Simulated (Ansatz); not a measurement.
# (SiC)2(MgO)2 [0001] superlattice, started as wurtzite: from the cell to its phonons, part 2 of 2

How does (SiC)2(MgO)2 [0001] superlattice, started as wurtzite vibrate, and is this structure a minimum?

Ansatz 0.2.0; DFT PBE, scalar-relativistic, plane waves, PAW.

So far. Step 4 (Tight relaxation): The largest force component left is 0.99 meV/Å and the pressure is 0.000 GPa, within the tolerances set. The cell now holds 12.20 Å³/atom. The relaxed cell has a = 3.244, c = 10.713 Å (conventional setting).

The structure was built from a prototype and need not be the compound's stable phase.

### Step 5. Zone-centre response

The zone centre is the only wavevector solved here; it holds the modes that light can see, as far as symmetry allows. No field response is asked, since the mesh shows no gap.

Contents of input.yaml:

```yaml
crystal:
  lattice:
    - [3.243695355, 0.0, 0.0]
    - [-1.6218476775, 2.8091225796, 0.0]
    - [0.0, 0.0, 10.7126345066]
  atoms:
    - { symbol: C, position: [0.3333333333, 0.6666666667, 0.1797329674] }
    - { symbol: C, position: [0.6666666667, 0.3333333333, 0.4135703993] }
    - { symbol: Mg, position: [0.3333333333, 0.6666666667, 0.5050103588] }
    - { symbol: Mg, position: [0.6666666667, 0.3333333333, 0.7501083336] }
    - { symbol: O, position: [0.3333333333, 0.6666666667, 0.6960118332] }
    - { symbol: O, position: [0.6666666667, 0.3333333333, 0.9523989526] }
    - { symbol: Si, position: [0.3333333333, 0.6666666667, 0.008125332] }
    - { symbol: Si, position: [0.6666666667, 0.3333333333, 0.245041823] }
kpoints:
  mp_grid: { grid: [12, 12, 4] }
hamiltonian:
  xc: pbe
scf:
  occupations: { method: methfessel_paxton, width: 0.2 }
output:
  eigenvalues: true
phonons:
  method: dfpt
```

On the command line:

```bash
$ ansatz run input.yaml --threads 8 --pin off --max-ram 14336MiB --backend cpu --events-out ev --progress --plain --runs-dir out
```

Numbers of over 12 decimals in the logs are rounded to 6 here.

The program printed:

```text
[...]
Crystal: 8 atoms, lattice volume = 97.613 Å³
Basis set: ecut = 420 eV, 1931 PW (Γ), exchange–correlation on 48×48×144 points (8 copies of the dense FFT grid, shifted against one another)
Bands: 32, of which v1, the nominal top of the filled ones, is band 24 counted from 1 (23 counted from 0)
Symmetry: 6 space group operations
k-points: 164 of 576 (irreducible under 2 space group operations, time reversal used)
[...]
SCF iter   1: F=—  HF=-6756.134429 eV  |F-HF|=—  |Δ(HF+E_count)|=         —  Δρ=6.18e-3  dr2=1.52e-1  ethr=1.77e-3  ⟨swp⟩=6.3  Hψ=24315  notcnv=0
[...]
SCF iter  14: F=-6756.117080 eV  HF=-6756.117080 eV  |F-HF|=2.73e-12  |Δ(HF+E_count)|=  2.73e-12  S|Δr|=    0.00e0  Δρ=4.55e-8  dr2=4.56e-12  ethr=1.00e-12  ⟨swp⟩=10.3  Hψ=28318  notcnv=0
SCF 1 converged in 14 iterations: F = -6756.117080 eV  dr2 = 4.56e-12
[...]
DFPT response loops at Γ: preconditioner auto → Kerker (q_TF=auto, 2.424 Å⁻¹) (partly filled bands, converged f_vac=0.000); β = 1.00, the filter's whole step (`scf.mixing.beta` (0.50) is not read by the response loops under this deck's `scf.mixing.preconditioner`; to damp them name `kerker` or `kerker_dos`, under which they read `scf.mixing.beta`, and type it under 1.00, their step now; both keys bind the ground state too); Broyden in place of MSR1
SCF converged after 14 iterations
[...]
Free energy (F): -6756.117080 eV
[...]
Internal energy: -6756.114672 eV  (E = F + TS)
E sigma→0 (E₀):  -6756.116478 eV
Entropy (-TS):   -0.002408 eV (-0.301 meV/atom)
Fermi energy:    8.434323 eV
Step filling:    the computed levels leave a gap of 0.0000 eV = 0.0 smearing widths at the electron count; against every level under it full and every level over it empty, smearing changes F+E_penalty+E_count by +2.455 meV and its σ→0 estimate by +3.057 meV
[...]
--- Band table (eV; the first three rows and the last of 164) ---
  k-point 0: bands = [... 20 lower, 6.4793, 6.4904, 6.4904, 9.2674, 9.2674, 10.1849, 11.7333, 12.8414, ... 4 higher]
  k-point 1: bands = [... 20 lower, 6.4903, 6.4903, 6.7390, 9.2674, 9.2674, 10.0811, 11.6781, 12.8396, ... 4 higher]
  k-point 2: bands = [... 20 lower, 6.4902, 6.4902, 6.9409, 9.2675, 9.2675, 9.9749, 11.6386, 12.8379, ... 4 higher]
  k-point 163: bands = [... 20 lower, 3.7315, 5.6622, 6.2926, 7.3517, 9.8182, 10.1857, 11.9525, 12.4551, ... 4 higher]
--- Phonons (Γ-DFPT): 16 representative perturbations + reference, on 164 of 576 k-points (Σ response iterations 54) ---
  k mesh reduced under 2 symmetry operations, with k and −k counted as one. Each operation leaves every solved perturbation unchanged. A smaller set is not used because it would not reduce the number of displacements times k-points to solve
  ASR residual: 2.832e-3 → 0.000e0 eV/Å²; symmetrization residual: 1.212e-5 eV/Å²
  ASR residual per site (eV/Å²): 7.04e-5 1.44e-4 4.96e-4 2.83e-3 5.04e-4 1.72e-3 1.87e-4 2.51e-4
  Γ frequencies (cm⁻¹): -105.35 -105.35 0.00 0.00 0.00 105.64 105.64 139.27 139.27 190.15 190.15 221.05 313.25 423.32 434.19 501.98 505.46 505.46 536.00 536.00 562.92 562.92 789.58 888.25
  non-analytic LO–TO correction: not included (Born effective charges unavailable; polar crystals: no LO–TO splitting at Γ)
```

The job ended after 94 s (8 threads of Arm Neoverse V2, shared host; peak memory 1.9 GiB).

Reading the cycles: dr2 is the Hartree energy of the density residual (eV), the measure of convergence; HF is the Harris–Foulkes estimate of the energy, which meets the free energy F at convergence.

This step gave:

* sum-rule residual before enforcement: 0.002832 eV/Å²
* point group: 3m
* highest optical mode at the zone centre (no LO-TO term): 888.2 cm⁻¹
* lowest optical zone-centre mode: -105.3 cm⁻¹

Patterns of degenerate modes are one choice out of their space. The modes at Γ (shares of kinetic energy by element, %) (negative means imaginary):

```tsv
mode	frequency (cm⁻¹)	symmetry	C %	Mg %	O %	Si %
1	-105.3	E	1	3	43	54
2	-105.3	E	1	3	43	54
3	0.0	acoustic	15	30	20	35
4	0.0	acoustic	15	30	20	35
5	0.0	acoustic	15	30	20	35
6	105.6	E	4	33	49	14
7	105.6	E	4	33	49	14
8	139.3	E	18	52	17	13
9	139.3	E	18	52	17	13
10	190.2	E	18	14	10	58
11	190.2	E	18	14	10	58
12	221.1	A1	9	54	7	31
13	313.2	A1	6	38	38	18
14	423.3	A1	0	48	42	9
15	434.2	A1	0	21	75	4
16	502.0	A1	11	7	18	64
17	505.5	E	71	29	0	0
18	505.5	E	71	29	0	0
19	536.0	E	0	39	61	0
20	536.0	E	0	39	61	0
21	562.9	E	73	0	0	27
22	562.9	E	73	0	0	27
23	789.6	A1	83	0	0	16
24	888.2	A1	75	2	1	23
```

Displacements in mode 2 (-105.3 cm⁻¹), the largest set to 1:
```
C1   0.00  0.11  0.00
C2   0.00 -0.11  0.00
Mg3  0.00 -0.10  0.00
Mg4  0.00 -0.18  0.00
O5   0.00 -0.18  0.00
O6   0.01 -1.00  0.00
Si7 -0.01  0.85  0.00
Si8  0.00  0.06  0.00
```

Displacements in mode 22 (562.9 cm⁻¹), the largest set to 1:
```
C1   0.04  1.00  0.00
C2   0.00  0.05  0.00
Mg3  0.00 -0.01  0.00
Mg4  0.00  0.01  0.00
O5   0.00 -0.02  0.00
O6   0.00 -0.01  0.00
Si7  0.00 -0.03  0.00
Si8 -0.01 -0.39  0.00
```

Before it was imposed, the acoustic sum rule was missed by 0.0028 eV/Å². Small misses are needed for a sound result but don't prove that mesh and cutoff are converged. The lowest optical mode is imaginary, 105.3i cm⁻¹, so the energy falls along it.

### Step 6. Isotope substitution, element C, natural mass 12.011 amu

An isotope changes the mass and not the force constants, so no new electronic calculation is needed; the shifts show which modes move this element.

The same force constants with the mass of C changed from 12.011 to 13.003 u (phonopy, no LO-TO term). Both lists are sorted by frequency; levels can cross, so a row need not hold one and the same mode. Modes under 3 cm⁻¹ are left out. Isotope shifts, by row:

```tsv
q	rank	natural mass (cm⁻¹)	changed mass (cm⁻¹)
0 0 0	1	-105.3	-105.3
0 0 0	2	-105.3	-105.3
0 0 0	6	105.6	105.5
0 0 0	7	105.6	105.5
0 0 0	8	139.3	138.2
0 0 0	9	139.3	138.2
0 0 0	10	190.2	188.8
0 0 0	11	190.2	188.8
0 0 0	12	221.1	220.2
0 0 0	13	313.2	312.4
0 0 0	14	423.3	423.3
0 0 0	15	434.2	434.1
0 0 0	16	502	491.6
0 0 0	17	505.5	491.6
0 0 0	18	505.5	499.6
0 0 0	19	536	536
0 0 0	20	536	536
0 0 0	21	562.9	547
0 0 0	22	562.9	547
0 0 0	23	789.6	764.1
0 0 0	24	888.2	862.7
```

A mode of this element alone would shift by -3.89 %. The highest zone-centre frequency without the field goes from 888.2 to 862.7 cm⁻¹ (-2.9 %).

### Step 7. Isotope substitution, element Mg, natural mass 24.305 amu

The same for Mg, from 24.30 to 25.98 u.

The same force constants with the mass of Mg changed from 24.305 to 25.983 u (phonopy, no LO-TO term). Both lists are sorted by frequency; levels can cross, so a row need not hold one and the same mode. Modes under 3 cm⁻¹ are left out. Isotope shifts, by row:

```tsv
q	rank	natural mass (cm⁻¹)	changed mass (cm⁻¹)
0 0 0	1	-105.3	-105.2
0 0 0	2	-105.3	-105.2
0 0 0	6	105.6	104.5
0 0 0	7	105.6	104.5
0 0 0	8	139.3	136.8
0 0 0	9	139.3	136.8
0 0 0	10	190.2	189.3
0 0 0	11	190.2	189.3
0 0 0	12	221.1	217.1
0 0 0	13	313.2	309.1
0 0 0	14	423.3	416.8
0 0 0	15	434.2	431.3
0 0 0	16	502	500.8
0 0 0	17	505.5	500.8
0 0 0	18	505.5	500.9
0 0 0	19	536	529.2
0 0 0	20	536	529.2
0 0 0	21	562.9	562.9
0 0 0	22	562.9	562.9
0 0 0	23	789.6	789.5
0 0 0	24	888.2	887.7
```

A mode of this element alone would shift by -3.28 %. The highest zone-centre frequency without the field goes from 888.2 to 887.7 cm⁻¹ (-0.1 %).

### Step 8. Isotope substitution, element O, natural mass 15.999 amu

The same for O, from 16.00 to 18.00 u.

The same force constants with the mass of O changed from 15.999 to 17.999 u (phonopy, no LO-TO term). Both lists are sorted by frequency; levels can cross, so a row need not hold one and the same mode. Modes under 3 cm⁻¹ are left out. Isotope shifts, by row:

```tsv
q	rank	natural mass (cm⁻¹)	changed mass (cm⁻¹)
0 0 0	1	-105.3	-102.7
0 0 0	2	-105.3	-102.7
0 0 0	6	105.6	102.6
0 0 0	7	105.6	102.6
0 0 0	8	139.3	137.8
0 0 0	9	139.3	137.8
0 0 0	10	190.2	189.1
0 0 0	11	190.2	189.1
0 0 0	12	221.1	220.1
0 0 0	13	313.2	305.6
0 0 0	14	423.3	410.8
0 0 0	15	434.2	418.2
0 0 0	16	502	497.6
0 0 0	17	505.5	505.4
0 0 0	18	505.5	505.4
0 0 0	19	536	517.6
0 0 0	20	536	517.6
0 0 0	21	562.9	562.9
0 0 0	22	562.9	562.9
0 0 0	23	789.6	789.5
0 0 0	24	888.2	888
```

A mode of this element alone would shift by -5.72 %. The highest zone-centre frequency without the field goes from 888.2 to 888.0 cm⁻¹ (-0.0 %).

### Step 9. Another isotope, element Si, natural mass 28.085 amu

The same for Si, from 28.09 to 29.97 u.

A mode of this element alone would shift by -3.20 %. The highest zone-centre frequency without the field goes from 888.2 to 882.0 cm⁻¹ (-0.7 %).

### Step 10. Outcome

| Item | Value |
| --- | --- |
| space group after relaxation (within 0.01 Å) | P3m1 |
| volume per atom | 12.2 Å³ |
| electronic character | no gap on this mesh |
| highest optical mode at the zone centre (no LO-TO term) | 888 cm⁻¹ |
| lowest optical zone-centre mode | -105 cm⁻¹ |
| imaginary modes at Γ (the only wavevector solved) | yes |

What this shows: A zone-centre mode is imaginary (105.3i cm⁻¹), so this structure is not a minimum of the energy. The optical modes at Γ span -105 to 888 cm⁻¹ (negative means imaginary). The dispersion is not part of this account. The highest mode in this list at Γ, 888.2 cm⁻¹, is mostly motion of C (75 % of the kinetic energy). With no gap, or one that is small against the smearing, the frequencies hang on the k mesh and the smearing, most of all near Kohn anomalies. The starting cell was built on a prototype and not taken from a measurement, so the phase need not exist. These are harmonic frequencies at zero temperature: anharmonic shifts, linewidths and thermal expansion are left out.

[Logs are printed without paths, hosts, clocks, repeated set-up lines and the standing remarks that a program may print on its own settings, such as how far it seeks lower states.]

[Hosts, paths, dates, database ids (printed as entryN), source tags and the programs' standing remarks are cut or masked in the printed files.]
